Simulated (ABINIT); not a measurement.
# Te2Mo (P6_3/mmc): Bethe-Salpeter spectra with ABINIT, part 2 of 3

Wanted: excitons and ε₂ of Te2Mo (P6_3/mmc), with cost.

ABINIT 10.8.3; PBE and many-body steps on it, plane waves. Known limits of the many-body steps: not at the basis limit; no spin-orbit coupling; coarse k mesh; bindings not settled in the k mesh.

So far. Step 5 (Excitons): The lowest state lies at 1.303 eV, 0.201 eV under the direct gap. Step 6 (Triplet (no exchange term)): The lowest triplet lies at 1.197 eV; without spin-orbit coupling triplets are dark, so no spectrum is read.

## Step 7: Beyond Tamm-Dancoff

Level of this step: Bethe-Salpeter equation on PBE with a scissors shift, plane waves, norm-conserving pseudopotentials (ABINIT).

File run.abi:

```
acell 3*1.0 Angstrom
rprim 
  3.518200000003 -0.000000000001 0.000000000000
  -1.759100000001 3.046850575598 0.000000000000
  0.000000000000 0.000000000000 13.973600000000
ntypat 2
znucl 52 42
natom 6
typat 1 1 1 1 2 2
xred 
  0.333333333333 0.666666666667 0.621000000000
  0.666666666667 0.333333333333 0.121000000000
  0.333333333333 0.666666666667 0.879000000000
  0.666666666667 0.333333333333 0.379000000000
  0.333333333333 0.666666666667 0.250000000000
  0.666666666667 0.333333333333 0.750000000000
pp_dirpath "pseudos"
pseudos "Te.upf, Mo.upf"
ecut 39
ngkpt 3 3 1
nshiftk 1
shiftk 0 0 0
kptopt 1
chksymbreak 0
istwfk *1
occopt 1
irdwfk 1
optdriver 99
bs_calctype 1
mbpt_sciss 0.466 eV
bs_loband 52
nband 70
bs_exchange_term 1
bs_coulomb_term 11
bs_coupling 1
bs_algorithm 1
bs_freq_mesh 0 6 0.05 eV
zcut 0.15 eV
ecuteps 4
ecutwfn 19.5
inclvkb 2
irdscr 1
indata_prefix "in"
outdata_prefix "out"
tmpdata_prefix "tmp"
```

On the command line:

```sh
OMP_NUM_THREADS=1 mpirun -n 4 abinit run.abi > log
```

Numbers of over 12 decimals in the logs are rounded to 6 here.

The program printed:

```text
.Version 10.8.3 of ABINIT. v10.8.2 released Aug 2026.

 Symmetries : space group P6_3/m m c (#194); Bravais hP (primitive hexag.)
[... echo of the input left out ...]
== DATASET  1 ==================================================================
-   mpi_nproc: 4, omp_nthreads: 1 (-1 if OMP is not activated)

--- !DatasetInfo
iteration_state: {dtset: 1, }
dimensions: {natom: 6, nkpt: 3, mband: 70, nsppol: 1, nspinor: 1, nspden: 1, mpw: 4205, }
cutoff_energies: {ecut:  19.5, pawecutdg:  -1.0, }
electrons: {nelect:   1.24000000E+02, charge:   0.00000000E+00, occopt:   1.00000000E+00, tsmear:   1.00000000E-02, }

 Exciton: Calculation of dielectric properties by solving the Bethe-Salpeter equation
 in frequency domain and reciprocal space on a transitions basis set.
 Based on a program developed by L. Reining, V. Olevano, F. Sottile,
 S. Albrecht, and G. Onida. Incorporated in ABINIT by M. Giantomassi.

.Using double precision arithmetic ; gwpc =  8

[... cell and pseudopotentials left out ...]
--------------------------------------------------------------------------------

 ==== K-mesh for the wavefunctions ====
 Number of points in the irreducible wedge :     3
[... list of points left out ...]
 Together with 24 symmetry operations and time-reversal symmetry
 yields     9 points in the full Brillouin Zone.

 ==== Q-mesh for the screening function ====
 Number of points in the irreducible wedge :     3
[... list of points left out ...]
 Together with 24 symmetry operations and time-reversal symmetry
 yields     9 points in the full Brillouin Zone.

 vcoul_init : cutoff-mode = AUXILIARY_FUNCTION
 q-points for optical limit:   1
     1)      0.000010    0.000020    0.000030
 setmesh: FFT mesh size selected  =    20x   20x   80
[...]
q = (  0.000000  0.916369  0.000000) [r.l.u.]
 q = (  0.000000  0.000000  4.202690) [r.l.u.]
 q = (  1.058131 -0.529066  0.000000) [r.l.u.]
 q = ( -0.000000  0.916369  0.000000) [r.l.u.]
 q = (  0.000000  0.000000  4.202690) [r.l.u.]
 Number of electrons calculated from density =  123.3250; Expected =  124.0000
 average of density, n =  0.122004
 r_s =    1.2508
 omega_plasma =   33.6932 [eV]

. Writing resonant excitonic Hamiltonian on file out_BSR; file size=   0.00 [Gb].
. Writing coupling excitonic Hamiltonian on file out_BSC; file size=   0.00 [Gb].
. Direct diagonalization of the full excitonic Hamiltonian, Matrix size= 1584
. Using LAPACK sequential version to solve FHv = ev with H positive definite.
 First excitonic eigenvalue:    1.30 [eV].
 Last  excitonic eigenvalue:   13.60 [eV].

 GW  direct gap       1.50  0.00 [eV]
 EXC direct gap       1.30  0.00 [eV]
 EXC binding energy   0.21  0.00 [eV]

 Excitonic eigenvalues up to the GW energy gap [eV]
793 (  1.30  0.00)
794 (  1.30  0.00)
795 (  1.30  0.00)
796 (  1.30  0.00)
797 (  1.50  0.00)

 Macroscopic dielectric function:
 omega [eV] <KS_RPA_nlf>  <GW_RPA_nlf>  <BSE>
   0.0000  18.4124   0.0000  14.9307   0.0000  15.2430   0.0000
   0.0500  18.4295   0.1099  14.9377   0.0432  15.2534   0.0649
   0.1000  18.4810   0.2220  14.9586   0.0867  15.2845   0.1308
[...]
0.4000  19.6207   1.1122  15.3997   0.3842  15.9531   0.6082
   0.4500  19.9857   1.3420  15.5326   0.4454  16.1600   0.7161

 Writing KS-RPA macroscopic dielectric function without local fields to file: out_RPA_NLF_MDF
 Writing GW-RPA macroscopic dielectric function without local fields to file: out_GW_NLF_MDF
 Writing EXC Macroscopic dielectric function to file: out_EXC_MDF

== END DATASET(S) ==============================================================
================================================================================

 -outvars: echo values of variables after computation  --------
           etotal      0.0000000000E+00
            nband          70
             nkpt           3
          spgroup         194
 [... the other variables as echoed above ...]

 Calculation completed.
```

It took 69 s on 4 MPI ranks of Arm Neoverse V2, shared host; peak memory 0.68 GiB; 4.6 min of CPU time.

Numbers from this step:

* direct gap of the transition levels: 1.504 eV
* transitions in the window: 792
* lowest state: 1.3 eV
* binding of the lowest state below the direct gap: 0.2045 eV
* Coulomb term of one mesh cell: 0.1817 eV

The binding is 1.1 times the screened Coulomb term of one mesh cell (0.18 eV), so it is not shown settled.

The lowest state lies at 1.300 eV, 0.204 eV under the direct gap.

## Step 8: Model screening

run.abi, as its differences from that of step 7:

```diff
@@ -30,9 +30,9 @@
 mbpt_sciss 0.466 eV
-bs_loband 52
-nband 70
+bs_loband 49
+nband 74
 bs_exchange_term 1
-bs_coulomb_term 11
-bs_coupling 1
-bs_algorithm 1
-bs_freq_mesh 0 6 0.05 eV
+bs_coulomb_term 21
+bs_coupling 0
+bs_algorithm 2
+bs_freq_mesh 0 8 0.05 eV
 zcut 0.15 eV
@@ -41,3 +41,6 @@
 inclvkb 2
-irdscr 1
+mdf_epsinf 20.37
+irdden 1
+bs_haydock_niter 300
+bs_haydock_tol -0.02 0
 indata_prefix "in"
```

The program printed:

```text
.Version 10.8.3 of ABINIT. v10.8.2 released Aug 2026.

 Symmetries : space group P6_3/m m c (#194); Bravais hP (primitive hexag.)
[... echo of the input left out ...]
== DATASET  1 ==================================================================
-   mpi_nproc: 4, omp_nthreads: 1 (-1 if OMP is not activated)

--- !DatasetInfo
iteration_state: {dtset: 1, }
dimensions: {natom: 6, nkpt: 3, mband: 74, nsppol: 1, nspinor: 1, nspden: 1, mpw: 4205, }
cutoff_energies: {ecut:  19.5, pawecutdg:  -1.0, }
[...]
0.0500  19.9935   0.1103  16.4078   0.0435  17.5348   0.0696
   0.1000  20.0453   0.2229  16.4290   0.0875  17.5682   0.1401
[...]
0.4000  21.1895   1.1159  16.8738   0.3871  18.2845   0.6503
   0.4500  21.5557   1.3461  17.0078   0.4488  18.5059   0.7652

== END DATASET(S) ==============================================================
================================================================================

 -outvars: echo values of variables after computation  --------
           etotal      0.0000000000E+00
            nband          74
             nkpt           3
          spgroup         194
 [... the other variables as echoed above ...]

 Calculation completed.
```

Elapsed: 93 s, on 4 MPI ranks; peak memory 0.67 GiB; 6.2 min of CPU time.

This step gave:

```
direct gap of the transition levels : 1.504 eV
transitions in the window           : 1512
Coulomb term of one mesh cell       : 0.1817 eV
```

## Step 9: Empty states on the mesh, 6×6×2 mesh, 82 bands

This step: DFT, PBE, plane waves, norm-conserving pseudopotentials.

run.abi, as its differences from that of step 8:

```diff
@@ -19,28 +19,15 @@
 ecut 39
-ngkpt 3 3 1
+ngkpt 6 6 2
 nshiftk 1
-shiftk 0 0 0
-kptopt 1
+shiftk 0.11 0.21 0.31
+kptopt 3
 chksymbreak 0
+iscf -2
+irdden 1
 istwfk *1
-occopt 1
-irdwfk 1
-optdriver 99
-bs_calctype 1
-mbpt_sciss 0.466 eV
-bs_loband 49
-nband 74
-bs_exchange_term 1
-bs_coulomb_term 21
-bs_coupling 0
-bs_algorithm 2
-bs_freq_mesh 0 8 0.05 eV
-zcut 0.15 eV
-ecuteps 4
-ecutwfn 19.5
-inclvkb 2
-mdf_epsinf 20.37
-irdden 1
-bs_haydock_niter 300
-bs_haydock_tol -0.02 0
+nband 82
+nbdbuf 6
+tolwfr 1e-09
+nstep 60
+prtvol 0
 indata_prefix "in"
```

The program printed:

```text
.Version 10.8.3 of ABINIT. v10.8.2 released Aug 2026.

 Symmetries : space group P6_3/m m c (#194); Bravais hP (primitive hexag.)
[... echo of the input left out ...]
== DATASET  1 ==================================================================
-   mpi_nproc: 4, omp_nthreads: 1 (-1 if OMP is not activated)

--- !DatasetInfo
iteration_state: {dtset: 1, }
dimensions: {natom: 6, nkpt: 72, mband: 82, nsppol: 1, nspinor: 1, nspden: 1, mpw: 11804, }
cutoff_energies: {ecut:  39.0, pawecutdg:  -1.0, }
[...]
0.47280    0.47553    0.47564    0.47928    0.48159    0.48655    0.58351    0.59816
   0.63054    0.65368    0.67606    0.69096    0.69625    0.69793    0.70863    0.71374
   0.72161    0.73443
 prteigrs : prtvol=0 or 1, do not print more k-points.

== END DATASET(S) ==============================================================
================================================================================

 -outvars: echo values of variables after computation  --------
            nband          82
             nkpt          72
          spgroup         194
 [... the other variables as echoed above ...]

 Calculation completed.
```

Wall time 7.2 min (4 MPI ranks); peak memory 1.4 GiB; 29 min of CPU time.

This step gave:

| Property | Result |
| --- | --- |
| gap | 0.7894 eV |
| k of the valence top | 0.0183, 0.035, 0.155 |
| k of the conduction bottom | 0.185, 0.2017, 0.155 |
| least direct gap | 1.137 eV |
| k points computed | 72 |
| lowest point of the top converged band, above the valence top | 6.770 eV |

On this mesh the gap is 0.789 eV.

## Step 10: Denser, shifted k mesh (6×6×2)

This step: Bethe-Salpeter equation on PBE with a scissors shift, plane waves, norm-conserving pseudopotentials.

run.abi, as its differences from that of step 9:

```diff
@@ -24,10 +24,23 @@
 chksymbreak 0
-iscf -2
+istwfk *1
+occopt 1
+irdwfk 1
+optdriver 99
+bs_calctype 1
+mbpt_sciss 0.466 eV
+bs_loband 54
+nband 72
+bs_exchange_term 1
+bs_coulomb_term 21
+bs_coupling 0
+bs_algorithm 2
+bs_freq_mesh 0 8 0.05 eV
+zcut 0.15 eV
+ecuteps 3
+ecutwfn 19.5
+inclvkb 2
+mdf_epsinf 20.37
 irdden 1
-istwfk *1
-nband 82
-nbdbuf 6
-tolwfr 1e-09
-nstep 60
-prtvol 0
+bs_haydock_niter 300
+bs_haydock_tol -0.02 0
 indata_prefix "in"
```

The program printed:

```text
.Version 10.8.3 of ABINIT. v10.8.2 released Aug 2026.

 Symmetries : space group P6_3/m m c (#194); Bravais hP (primitive hexag.)
[... echo of the input left out ...]
== DATASET  1 ==================================================================
-   mpi_nproc: 4, omp_nthreads: 1 (-1 if OMP is not activated)

--- !DatasetInfo
iteration_state: {dtset: 1, }
dimensions: {natom: 6, nkpt: 72, mband: 72, nsppol: 1, nspinor: 1, nspden: 1, mpw: 4206, }
cutoff_energies: {ecut:  19.5, pawecutdg:  -1.0, }
[...]
0.0500  16.3872   0.0450  14.0209   0.0233  14.6022   0.0302
   0.1000  16.4091   0.0905  14.0323   0.0467  14.6170   0.0605
[...]
0.4000  16.8689   0.4024  14.2681   0.1974  14.9234   0.2596
   0.4500  17.0076   0.4675  14.3372   0.2257  15.0140   0.2981

== END DATASET(S) ==============================================================
================================================================================

 -outvars: echo values of variables after computation  --------
           etotal      0.0000000000E+00
            nband          72
             nkpt          72
          spgroup         194
 [... the other variables as echoed above ...]

 Calculation completed.
```

Run time: 27 min. Hardware: 4 MPI ranks; peak memory 8.2 GiB.

Numbers from this step:

| Quantity | Value |
| --- | --- |
| direct gap of the transition levels | 1.603 eV |
| transitions in the window | 6480 |
| Coulomb term of one mesh cell | 0.09087 eV |

## Step 11: Empty states on the mesh, 6×6×2 mesh, 82 bands

This step: DFT, PBE, plane waves, norm-conserving pseudopotentials.

run.abi, as its differences from that of step 10:

```diff
@@ -24,23 +24,10 @@
 chksymbreak 0
+iscf -2
+irdden 1
 istwfk *1
-occopt 1
-irdwfk 1
-optdriver 99
-bs_calctype 1
-mbpt_sciss 0.466 eV
-bs_loband 54
-nband 72
-bs_exchange_term 1
-bs_coulomb_term 21
-bs_coupling 0
-bs_algorithm 2
-bs_freq_mesh 0 8 0.05 eV
-zcut 0.15 eV
-ecuteps 3
-ecutwfn 19.5
-inclvkb 2
-mdf_epsinf 20.37
-irdden 1
-bs_haydock_niter 300
-bs_haydock_tol -0.02 0
+nband 82
+nbdbuf 6
+tolwfr 1e-09
+nstep 60
+prtvol 0
 indata_prefix "in"
```

The program printed:

```text
.Version 10.8.3 of ABINIT. v10.8.2 released Aug 2026.

 Symmetries : space group P6_3/m m c (#194); Bravais hP (primitive hexag.)
[... echo of the input left out ...]
== DATASET  1 ==================================================================
-   mpi_nproc: 4, omp_nthreads: 1 (-1 if OMP is not activated)

--- !DatasetInfo
iteration_state: {dtset: 1, }
dimensions: {natom: 6, nkpt: 72, mband: 82, nsppol: 1, nspinor: 1, nspden: 1, mpw: 11804, }
cutoff_energies: {ecut:  39.0, pawecutdg:  -1.0, }
[...]
0.47280    0.47553    0.47564    0.47928    0.48159    0.48655    0.58351    0.59816
   0.63054    0.65368    0.67606    0.69096    0.69625    0.69793    0.70863    0.71374
   0.72161    0.73443
 prteigrs : prtvol=0 or 1, do not print more k-points.

== END DATASET(S) ==============================================================
================================================================================

 -outvars: echo values of variables after computation  --------
            nband          82
             nkpt          72
          spgroup         194
 [... the other variables as echoed above ...]

 Calculation completed.
```

It took 7.3 min on 4 MPI ranks; peak memory 1.4 GiB.

Numbers from this step:

- gap: 0.7894 eV
- k of the valence top: 0.0183, 0.035, 0.155
- k of the conduction bottom: 0.185, 0.2017, 0.155
- least direct gap: 1.137 eV
- k points computed: 72
- lowest point of the top converged band, above the valence top: 6.770 eV

On this mesh the gap is 0.789 eV.

## Step 12: Denser, shifted k mesh (6×6×2)

This step: Bethe-Salpeter equation on PBE with a scissors shift, plane waves, norm-conserving pseudopotentials.

run.abi, as its differences from that of step 11:

```diff
@@ -24,10 +24,23 @@
 chksymbreak 0
-iscf -2
+istwfk *1
+occopt 1
+irdwfk 1
+optdriver 99
+bs_calctype 1
+mbpt_sciss 0.466 eV
+bs_loband 54
+nband 72
+bs_exchange_term 1
+bs_coulomb_term 21
+bs_coupling 0
+bs_algorithm 2
+bs_freq_mesh 0 8 0.05 eV
+zcut 0.15 eV
+ecuteps 3
+ecutwfn 19.5
+inclvkb 2
+mdf_epsinf 20.37
 irdden 1
-istwfk *1
-nband 82
-nbdbuf 6
-tolwfr 1e-09
-nstep 60
-prtvol 0
+bs_haydock_niter 300
+bs_haydock_tol -0.02 0
 indata_prefix "in"
```

The program printed:

```text
.Version 10.8.3 of ABINIT. v10.8.2 released Aug 2026.

 Symmetries : space group P6_3/m m c (#194); Bravais hP (primitive hexag.)
[... echo of the input left out ...]
== DATASET  1 ==================================================================
-   mpi_nproc: 4, omp_nthreads: 1 (-1 if OMP is not activated)

--- !DatasetInfo
iteration_state: {dtset: 1, }
dimensions: {natom: 6, nkpt: 72, mband: 72, nsppol: 1, nspinor: 1, nspden: 1, mpw: 4206, }
cutoff_energies: {ecut:  19.5, pawecutdg:  -1.0, }
[...]
0.0500  16.3872   0.0450  14.0209   0.0233  14.6022   0.0302
   0.1000  16.4091   0.0905  14.0323   0.0467  14.6170   0.0605
[...]
0.4000  16.8689   0.4024  14.2681   0.1974  14.9234   0.2596
   0.4500  17.0076   0.4675  14.3372   0.2257  15.0140   0.2981

== END DATASET(S) ==============================================================
================================================================================

 -outvars: echo values of variables after computation  --------
           etotal      0.0000000000E+00
            nband          72
             nkpt          72
          spgroup         194
 [... the other variables as echoed above ...]

 Calculation completed.
```

The job ended after 27 min (4 MPI ranks; peak memory 8.2 GiB).

This step gave:

```yaml
direct_gap_of_the_transition_levels: 1.603 eV
transitions_in_the_window: 6480
coulomb_term_of_one_mesh_cell: 0.09087 eV
```

Mean over the three Cartesian directions of q; broadening 0.15 eV; transition window only. Limits: finite bands, cutoff and mesh; no spin-orbit coupling; exciton not shown settled in the k mesh. The ε₂ by photon energy; read off at these points:

```csv
photon energy (eV),BSE,no electron-hole interaction,"Kohn-Sham, no shift"
0.000,0,0,0
0.250,0.156,0.119,0.236
0.500,0.341,0.256,0.543
0.750,0.605,0.438,1.09
1.000,1.08,0.725,2.67
1.250,2.28,1.31,6.91
1.500,7.11,3.20,10.4
1.750,10.8,7.47,13.9
2.000,14.5,11.1,14.0
2.250,15.4,14.1,15.2
2.500,17.2,14.1,17.2
2.750,19.5,15.5,16.4
2.800,19.6,16.0,16.5
3.000,17.8,17.2,16.1
3.250,15.6,16.5,17.4
3.400,14.8,16.3,18.0
3.500,15.0,16.0,17.9
3.750,15.7,17.6,17.4
3.850,14.7,18.0,17.7
4.000,12.7,17.9,17.2
4.250,10.4,17.5,14.7
4.500,9.13,17.0,12.5
4.750,8.61,14.3,11.1
5.000,7.77,12.3,8.80
5.250,6.80,10.9,6.20
5.500,5.17,8.41,5.05
5.750,4.16,5.99,4.52
6.000,3.90,4.95,4.18
6.250,3.58,4.48,4.28
6.500,3.19,4.15,3.98
6.750,3.03,4.26,3.42
7.000,3.04,3.98,3.13
7.250,3.19,3.36,2.56
7.500,3.10,3.04,2.24
7.750,2.99,2.49,2.30
```

(Part 2 of 3 ends here.)

[Paths, hosts, dates, memory and timing lines, banners, echoed tables and standing remarks are left out of the program output.]

[Logs are printed without paths, hosts, clocks, repeated set-up lines and the standing remarks that a program may print on its own settings, such as how far it seeks lower states.]

[Runs of the session that timed out or met a known fault of the program may be left out.]

[Hosts, paths, dates, database ids (printed as entryN), source tags and the programs' standing remarks are cut or masked in the printed files.]

[G0W0 gaps are taken among the corrected bands and points alone; a level outside them can change the order at an edge.]

[Where Ansatz stands beside ABINIT at settings called matched, ABINIT's density can come from a denser mesh and the files from another edition; pairs whose starting gaps differed by over 0.03 eV were left out, so agreement reads better than it is.]
